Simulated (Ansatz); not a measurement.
# What AlPt3N (built on the sites of a database entry of InNi3N) distorts into, part 3 of 3

Wanted: the energy along a soft mode of AlPt3N (built on the sites of a database entry of InNi3N) and the structure at the end.

Ansatz 0.2.0; DFT RPBE, scalar-relativistic, plane waves, PAW.

So far. Step 4 (The mode frozen in, largest atomic shift 0.14 Å): The run ends at a pressure of 0.33 GPa, with forces up to 0.45 eV/Å. Step 5 (Energy along the mode, all amplitudes (two of the runs …): The lowest of the steps tried is at 0.14 Å, 3.08 meV/atom below the parent; the bottom of the well need not coincide with a step.

The structure was built from a prototype and need not be the compound's stable phase.

**6. Relaxing from the distorted cell (continued)**

The steps of the relaxation (22 of 39):

```csv
step,energy less that of the first step (eV),largest force component (eV/Å),pressure (GPa),volume (Å³)
1,0.0000,0.3688,0.33,149.09
3,-0.3394,0.5241,0.07,149.55
5,-1.1955,0.8521,2.09,149.92
6,-1.5017,0.6103,-0.92,153.19
8,-1.9737,0.6877,-1.05,155.57
10,-2.1478,0.5460,-0.64,155.02
12,-2.3718,0.7702,0.85,152.53
14,-2.4694,0.2065,-0.68,152.06
15,-2.4910,0.1169,0.17,150.44
17,-2.4999,0.0254,-0.04,149.91
19,-2.5003,0.0062,0.02,149.85
21*,-2.8362,0.1214,2.88,149.87
23,-3.1378,0.1655,0.62,151.80
25,-3.2131,0.1306,-0.43,153.07
26,-3.2143,0.1315,0.47,152.41
28,-3.2201,0.0087,-0.03,152.96
30,-3.2203,0.0010,0.00,152.94
32,-3.2873,0.0342,-0.04,154.08
34,-3.2909,0.0137,-0.05,154.55
35,-3.2910,0.0046,0.01,154.51
37*,-3.2939,0.0004,0.00,154.52
39*,-3.2940,0.0019,0.00,154.58
```

Relaxation steps marked * repeat the geometry before them on a plane-wave basis chosen anew for their cell, so energy and pressure can jump there. Other such steps can lie between the rows shown. Relaxation steps 9, 13 were tried and not accepted.

Forces are held to the 4 operations that the run works with; a distortion that breaks them can't arise in this run.

```csv
cell as run,before,after,change
a (Å),4.209,4.036,-4.1 %
b (Å),4.209,5.710,+35.7 %
c (Å),8.417,7.318,-13.1 %
γ (°),90.00,66.42,-26.2 %
volume (Å³/atom),14.91,15.46,+3.7 %
```

The atoms that moved most (Å, as changes of fractional coordinates times the final cell):

```csv
atom,dx,dy,dz,length
Pt7,-0.701,1.525,0.000,1.679
Pt8,0.701,-1.525,0.000,1.679
Pt6,1.320,-1.017,0.000,1.666
Pt5,-1.320,1.017,0.000,1.666
N10,0.957,-0.109,0.000,0.964
N9,-0.957,0.109,0.000,0.964
```

Final coordinates:

```cif
data_structure
_symmetry_space_group_name_H-M 'P 1'
_symmetry_Int_Tables_number 1
_cell_length_a 4.0362
_cell_length_b 5.7103
_cell_length_c 7.3177
_cell_angle_alpha 90.000
_cell_angle_beta 90.000
_cell_angle_gamma 66.422
_cell_volume 154.58
loop_
_atom_site_label
_atom_site_type_symbol
_atom_site_fract_x
_atom_site_fract_y
_atom_site_fract_z
_atom_site_occupancy
Al1 Al 0.00000 0.00000 0.00000 1
Al2 Al 0.00000 0.00000 0.50000 1
Pt3 Pt 0.50000 0.50000 0.50000 1
Pt4 Pt 0.50000 0.50000 0.00000 1
Pt5 Pt 0.09437 0.24230 0.25000 1
Pt6 Pt 0.90563 0.75770 0.75000 1
Pt7 Pt 0.74651 0.83273 0.25000 1
Pt8 Pt 0.25349 0.16727 0.75000 1
N9 N 0.25297 0.53343 0.25000 1
N10 N 0.74703 0.46657 0.75000 1
```

This step gave:

* pressure: -2.39e-4 GPa
* volume per atom: 15.46 Å³

The distorted start has space group P2_1/m; the relaxation ends in P2_1/m.

**7. The phases reached**

The phases reached along the modes that were followed are set side by side.

Energies are those of the first relaxation, on the mesh of the frozen mode; space group, volume and gap are those of the last relaxation. Phases, by row:

```csv
mode frozen in,space group,energy from parent (meV/atom),volume (Å³/atom),gap on mesh (eV),lowest zone-centre optical mode (cm⁻¹),largest shift (Å)
parent,Pm-3m,0,14.91,0,–,–
"q = (0, 0, 0), 140i cm⁻¹",P4mm,-241.3,15.65,0,49,0.661
"q = (0, 0, 0), 140i cm⁻¹",R3m,-145.6,15.99,0,-66.7,0.651
"q = (0, 0, 0), 140i cm⁻¹",Amm2,-220.9,21.98,0,-26.3,2.478
"q = (0, 0, -0.5), 106i cm⁻¹",Cmcm,-168.5,15.27,0,–,0.809
"q = (0, 0, -0.5), 106i cm⁻¹",Pmma,-360.4,15.15,0,–,1.693
"q = (0, 0, -0.5), 106i cm⁻¹",P2_1/m,-332.4,15.46,0,–,1.761
```

**8. Summary of results**

| Item | Value |
| --- | --- |
| unstable mode of the parent | q = (0, 0, -0.5), 106i cm⁻¹ |
| depth at the lowest point sampled | 3.08 meV/atom |
| largest atomic shift at that point | 0.14 Å |
| space group reached (within 0.01 Å) | P2_1/m |
| energy gained over the parent (first relaxation, on the mesh of the frozen mode) | 332 meV/atom |
| volume per atom, phase reached | 15.5 Å³ |

What this shows: From this start the structure relaxes into P2_1/m, 332 meV/atom below the parent. At the parent's cell the well is 3.076 meV/atom deep on the steps tried, with its lowest point at a shift of 0.14 Å. Relaxing atoms and cell changes the gain by +329.34 meV/atom against the lowest step (energies at zero smearing). Most of the total comes from this relaxation. The frozen pattern makes up only 1 % of the final shifts of the atoms, so other modes or strain give most of the change. The modes of the phase reached were not computed on this path. Of the 6 patterns followed to their end from this parent, this one ends 28.0 meV/atom above the lowest, Pmma. Each path keeps the symmetry of its pattern, so a lower phase may lie along a pattern not tried. With no gap, or one that is small against the smearing, the frequencies hang on the k mesh and the smearing, most of all near Kohn anomalies. Spin-orbit coupling is left out, which can matter for the heavy elements here. The starting cell was built on a prototype and not taken from a measurement, so the phase need not exist.

[Logs are printed without paths, hosts, clocks, repeated set-up lines and the standing remarks that a program may print on its own settings, such as how far it seeks lower states.]

[Hosts, paths, dates, database ids (printed as entryN), source tags and the programs' standing remarks are cut or masked in the printed files.]
